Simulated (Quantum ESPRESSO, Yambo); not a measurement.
# Quasiparticle gap of InF3 (R-3c) in Yambo, part 2 of 3

Aim: the G0W0 gap of InF3 (R-3c) on LDA, step by step.

Quantum ESPRESSO 7.5 and Yambo 5.3.0; LDA and many-body steps on it, plane waves. Known limits of the many-body steps: not at the basis limit; no spin-orbit coupling.

So far. Step 2 (Ground state): The gap is indirect, with the least direct gap 0.03 eV higher. Step 3 (Bands along the symmetry lines): The gap is 4.009 eV, as in the run before at this level.

### Step 4. Empty states on the mesh, 4×4×4 mesh, 120 bands

Level of this step: DFT, LDA, plane waves, norm-conserving pseudopotentials (Quantum ESPRESSO).

The sums over transitions need many empty states on a uniform mesh; this step solves for them.

The input, pw.in:

```
&control
  calculation = 'nscf'
  prefix = 'x'
  outdir = 'o'
  pseudo_dir = 'pseudo'
/
&system
  ibrav = 0
  nat = 8
  ntyp = 2
  ecutwfc = 80.0
  nbnd = 120
  force_symmorphic = .true.
/
&electrons
  conv_thr = 1e-9
  electron_maxstep = 80
  diago_full_acc = .true.
  diago_thr_init = 5e-6
/
ATOMIC_SPECIES
  In 114.82 In.upf
  F 18.998 F.upf
CELL_PARAMETERS angstrom
  2.6021411829 1.5023469124 4.9075061345
  -2.6021411829 1.5023469124 4.9075061345
  0.0000000000 -3.0046938249 4.9075061345
ATOMIC_POSITIONS crystal
  In 0.5000000000 0.5000000000 0.5000000000
  In 0.0000000000 0.0000000000 0.0000000000
  F 0.3957092200 0.7500000000 0.1042907800
  F 0.7500000000 0.1042907800 0.3957092200
  F 0.8957092200 0.6042907800 0.2500000000
  F 0.2500000000 0.8957092200 0.6042907800
  F 0.6042907800 0.2500000000 0.8957092200
  F 0.1042907800 0.3957092200 0.7500000000
K_POINTS automatic
  4 4 4 0 0 0
```

Started as:

```console
$ OMP_NUM_THREADS=1 mpirun -n 8 pw.x -nk 4 -in pw.in > pw.out
```

Output:

```text
[banner, memory and clock lines left out]
Program PWSCF v.7.5 starts

     Atomic positions and unit cell read from directory:
     o/x.save/

     Message from routine setup:
     using ibrav=0 with symmetry is DISCOURAGED, use correct ibrav instead

     bravais-lattice index     =            0
     lattice parameter (alat)  =      10.8740  a.u.
     unit-cell volume          =     776.8010 (a.u.)^3
     number of atoms/cell      =            8
     number of atomic types    =            2
     number of electrons       =        84.00
     number of Kohn-Sham states=          120
     kinetic-energy cutoff     =      80.0000  Ry
     charge density cutoff     =     320.0000  Ry
     Exchange-correlation= SLA  PW   NOGX NOGC
                           (   1   4   0   0   0   0   0)

     celldm(1)=  10.874024  celldm(2)=   0.000000  celldm(3)=   0.000000
     celldm(4)=   0.000000  celldm(5)=   0.000000  celldm(6)=   0.000000

     crystal axes: (cart. coord. in units of alat)
               a(1) = (   0.452209   0.261083   0.852844 )
               a(2) = (  -0.452209   0.261083   0.852844 )
               a(3) = (   0.000000  -0.522166   0.852844 )

     reciprocal axes: (cart. coord. in units 2 pi/alat)
               b(1) = (  1.105683  0.638366  0.390849 )
               b(2) = ( -1.105683  0.638366  0.390849 )
               b(3) = (  0.000000 -1.276733  0.390849 )
     Pseudo is Norm-conserving + core correction, Zval = 21.0
     Generated using ONCVPSP code by D. R. Hamann
     Using radial grid of 1894 points,  6 beta functions with:
     Pseudo is Norm-conserving + core correction, Zval =  7.0
     Generated using ONCVPSP code by D. R. Hamann
     Using radial grid of  824 points,  5 beta functions with:
     In               21.00   114.82000     In( 1.00)
     F                 7.00    18.99800     F ( 1.00)

      6 Sym. Ops., with inversion, found

   Cartesian axes

     site n.     atom                  positions (alat units)
         1        In     tau(   1) = (   0.0000000  -0.0000000   1.2792656  )
         2        In     tau(   2) = (   0.0000000   0.0000000   0.0000000  )
         3        F      tau(   3) = (  -0.1602136   0.2446682   1.0660546  )
         4        F      tau(   4) = (   0.2919957   0.0164149   1.0660546  )
         5        F      tau(   5) = (   0.1317821   0.2610831   1.4924765  )
         6        F      tau(   6) = (  -0.2919957  -0.0164149   1.4924765  )
         7        F      tau(   7) = (   0.1602136  -0.2446682   1.4924765  )
         8        F      tau(   8) = (  -0.1317821  -0.2610831   1.0660546  )

     number of k points=    14
                       cart. coord. in units 2pi/alat
        k(    1) = (   0.0000000   0.0000000   0.0000000), wk =   0.0312500
        k(    2) = (   0.0000000  -0.3191831   0.0977123), wk =   0.1875000
        k(    3) = (   0.0000000   0.6383663  -0.1954246), wk =   0.0937500
[...]
k(   13) = (   0.0000000   0.0000000  -0.5862739), wk =   0.0312500
        k(   14) = (  -0.2764207  -0.7979578   0.0977123), wk =   0.1875000

     Dense  grid:    74873 G-vectors     FFT dimensions: (  64,  64,  64)

     The potential is recalculated from file :
     o/x.save/charge-density

     Starting wfcs are   50 randomized atomic wfcs +   70 random wfcs

     Band Structure Calculation

     End of band structure calculation

          k = 0.0000 0.0000 0.0000 (  9321 PWs)   bands (ev):

  -108.5499-108.5499 -67.1693 -67.1693 -67.1688 -67.1688 -67.1513 -67.1506
   -17.5336 -17.0687 -17.0687 -16.9410 -16.8390 -16.8390  -8.5556  -8.5556
    -8.0755  -8.0755  -8.0509  -7.9059  -7.9001  -7.9001  -7.3455  -7.3455
    -2.7932  -0.7320  -0.7320  -0.3872   1.0025   1.1275   1.1379   1.2684
[...]
[... 3 further rows ...]
[...]
k = 0.0000-0.3192 0.0977 (  9401 PWs)   bands (ev):

  -108.5499-108.5499 -67.1692 -67.1692 -67.1689 -67.1689 -67.1512 -67.1507
[...]
[... 3 further rows ...]
[...]
k = 0.0000 0.6384-0.1954 (  9372 PWs)   bands (ev):

  -108.5499-108.5499 -67.1691 -67.1691 -67.1691 -67.1691 -67.1509 -67.1509
[...]
[... 3 further rows ...]
    42.0317  42.0317  43.6696  43.6696  43.8735  43.8735  44.9468  44.9468
    45.5925  45.5925  46.2265  46.2265  46.6737  46.6737  47.6129  47.6129

          k =-0.2764-0.1596 0.1954 (  9370 PWs)   bands (ev):

     [... further k-points ...]

     highest occupied, lowest unoccupied level (ev):     2.3935    6.4029

     XML data file, pseudopotentials, collected wavefunctions
```

The job ended after 21 s (8 MPI ranks of Arm Neoverse V2, shared host; peak memory 0.87 GiB; 2.7 min of CPU time).

Numbers from this step:

```yaml
gap: 4.009 eV
k_of_the_valence_top: 0, -0.5, -0.5
k_of_the_conduction_bottom: 0, 0, 0
least_direct_gap: 4.042 eV
k_points_computed: 14
lowest_point_of_the_top_converged_band_above_the_valence_top: 45.07 eV
```

On this mesh the gap is 4.009 eV.

### Step 5. Conversion and set-up

This step: Yambo 5.3.0; conversion and set-up on LDA, plane waves, norm-conserving pseudopotentials.

The states are converted to the many-body program's format and the q mesh is built.

Started as:

```console
$ (cd o/x.save; p2y > p2y.log; mv SAVE ../..); yambo > setup.log
```

Output:

```text
 Yambo, version 5.3.0

 [02] CORE Variables Setup
 =========================

  [02.01] Unit cells
  ==================

  Cell kind             :  Unknown
  Atoms in the cell     :  In  F
  number of In atoms    :  2
  number of F  atoms    :   6

  List of atomic masses
  Mass of In    :  114.8200
  Mass of F     :  18.99800

  List of atomic coordinates    : [cc]
  In1       :   0.0000     -0.94486E-10   13.911      order 1
  In2       :  0.000000  0.000000  0.000000  order 2
  F1       :  -1.74217   2.66053  11.59230  order 3
  F2       :   3.17517   0.17850  11.59230  order 4
  F3       :   1.43300   2.83902  16.22922  order 5
  F4       :  -3.17517  -0.17850  16.22922  order 6
  F5       :   1.74217  -2.66053  16.22922  order 7
  F6       :  -1.43300  -2.83902  11.59230  order 8

  Alat factors          :  9.273843  9.273843  9.273843 [a.u.]
  Direct lattice volume :  776.8010 [a.u.]
  Direct lattice vectors:  A[ 1 ]  A[ 2 ]  A[ 3 ]
   A[ 1 ]:  0.530237  0.306132  1.000000  [iru]
   4.917334  2.839024  9.273843  [cc]
   A[ 2 ]: -0.530237  0.306132  1.000000  [iru]
  -4.917334  2.839024  9.273843  [cc]
   A[ 3 ]:  0.000000 -0.612265  1.000000  [iru]
   0.000000 -5.678048  9.273843  [cc]

  Recip. lattice volume :  0.319323 [a.u.]
  Recip. lattice vectors:  B[ 1 ]  B[ 2 ]  B[ 3 ]
   B[ 1 ]:  0.942975  0.544427  0.333333  [iku]
   0.638881  0.368858  0.225839  [cc]
   B[ 2 ]: -0.942975  0.544427  0.333333  [iku]
  -0.638881  0.368858  0.225839  [cc]
   B[ 3 ]: -0.71843E-17  -1.0889      0.33333      [iku]
  -0.48675E-17 -0.73772      0.22584      [cc]

  [02.02] Symmetries
  ==================

  Inversion symmetry    : yes
  Spatial inversion     : yes
  Inversion index       :   4
  K-space Time-reversal : no
  Magnetic symmetries   : no
  Group table correct   : yes
  Symmetries units      :  [cc]

   [S 1]:   1.0000     -0.74799E-17  0.36578E-17  0.12124E-16   1.0000      0.25198E-16  0.96331E-17  0.75849E-18   1.0000
   [S 2]: -0.50000      0.86603      0.36578E-17 -0.86603     -0.50000      0.25198E-16 -0.58824E-11 -0.10189E-10   1.0000
   [S 3]: -0.50000     -0.86603      0.36578E-17  0.86603     -0.50000      0.25198E-16  0.58824E-11 -0.10189E-10   1.0000
   [S 4]:  -1.0000      0.74799E-17 -0.36578E-17 -0.12124E-16  -1.0000     -0.25198E-16 -0.96331E-17 -0.75849E-18  -1.0000
   [S 5]:  0.50000     -0.86603     -0.36578E-17  0.86603      0.50000     -0.25198E-16  0.58824E-11  0.10189E-10  -1.0000
   [S 6]:  0.50000      0.86603     -0.36578E-17 -0.86603      0.50000     -0.25198E-16 -0.58824E-11  0.10189E-10  -1.0000

  [02.03] Reciprocal space
  ========================

  nG shells         :   5076
  nG charge         :   74873
  nG WFs            :  11321
  nC WFs            :   9408
  G-vecs. in first 80 shells:  [ Number ]
     1    3    9   15   21   27   33   35   47
    53   59   65   71   77   89   95  107  119
[...]
K [12]         [rlu]:  0.250000 -0.500000 -0.250000
[...]
K [13]         [rlu]: -0.500000 -0.500000 -0.500000
         WF components:   9338
  K [14]         [rlu]: -0.25000     -0.12311E-15  0.50000
         WF components:   9375

  [02.05] Energies & Occupations
  ==============================

  [X] === General ===
  [X] Electronic Temperature                        :  0.000000  0.000000 [eV K]
  [X] Bosonic    Temperature                        :  0.000000  0.000000 [eV K]
  [X] Finite Temperature mode                       : no
  [X] El. density                                   :  0.72974E+24 [cm-3]
  [X] Fermi Level                                   :  2.393526 [eV]

  [X] === Gaps and Widths ===
  [X] Conduction Band Min                           :  4.009337 [eV]
  [X] Valence Band Max                              :  0.000000 [eV]
  [X] Filled Bands                                  :   42
  [X] Empty Bands                                   :   43  120
  [X] Direct Gap                                    :  4.041771 [eV]
  [X] Direct Gap localized at k                     :  1
  [X] Indirect Gap                                  :  4.009337 [eV]
  [X] Indirect Gap between kpts                     :   7   1
  [X] Last valence band width                       :  0.129179 [eV]
  [X] 1st conduction band width                     :  3.087633 [eV]

  E @ K [ 1]:  [eV]
  -110.9434 -110.9434  -69.5628  -69.5628  -69.5623  -69.5623  -69.5448  -69.5441
[...]
occ @ K [ 1]
[...]
E @ K [ 2]:  [eV]
[...]
occ @ K [ 2]
[...]
E @ K [ 3]:  [eV]
[...]
occ @ K [ 3]
[...]
E @ K [ 8]:  [eV]
[...]
occ @ K [ 8]
[...]
E @ K [ 9]:  [eV]
[...]
occ @ K [ 9]
[...]
E @ K [10]:  [eV]
[...]
occ @ K [10]
[...]
E @ K [11]:  [eV]
[...]
occ @ K [11]
[...]
E @ K [12]:  [eV]
[...]
occ @ K [12]
[...]
E @ K [13]:  [eV]
[...]
occ @ K [13]
[...]
E @ K [14]:  [eV]
[...]
occ @ K [14]
[...]
0.000000  0.000000  0.000000  0.000000  0.000000  0.000000  0.000000  0.000000
   0.000000  0.000000  0.000000  0.000000  0.000000  0.000000  0.000000  0.000000

 [03] Transferred momenta grid and indexing
 ==========================================

 IBZ Q-points                                      :  14
 BZ  Q-points                                      :   64

 K/Q-points units:
 rlu = crystal or reduced units; cc = cartesian coordinates; iku = interal k-units

 Q [ 1]         [rlu]:  0.000000  0.000000  0.000000
 Q [ 2]         [rlu]: -0.34882E-16 -0.34882E-16  0.25000
 Q [ 3]         [rlu]:  0.49282E-16  0.49282E-16 -0.50000
[...]
Q [ 8]         [rlu]:  0.250000  0.250000  0.250000
 Q [ 9]         [rlu]:  0.250000  0.250000  0.500000
 Q [10]         [rlu]:  0.250000  0.250000 -0.250000
 Q [11]         [rlu]:  0.250000  0.500000  0.500000
 Q [12]         [rlu]:  0.250000  0.500000  0.750000
 Q [13]         [rlu]: -0.500000 -0.500000 -0.500000
 Q [14]         [rlu]: -0.25000     -0.16429E-15 -0.50000

  [03.01] X indexes
  =================

   [03.01.01] Sigma indexes
   ========================

 [06] Game Over & Game summary
```

The job ended after 2.9 s (1 MPI rank; peak memory 0.25 GiB).

[end of part 2 of 3]

[Paths, hosts, dates, memory and timing lines, banners, echoed tables and standing remarks are left out of the program output.]

[Logs are printed without paths, hosts, clocks, repeated set-up lines and the standing remarks that a program may print on its own settings, such as how far it seeks lower states.]

[Runs of the session that timed out or met a known fault of the program may be left out.]

[Hosts, paths, dates, database ids (printed as entryN), source tags and the programs' standing remarks are cut or masked in the printed files.]
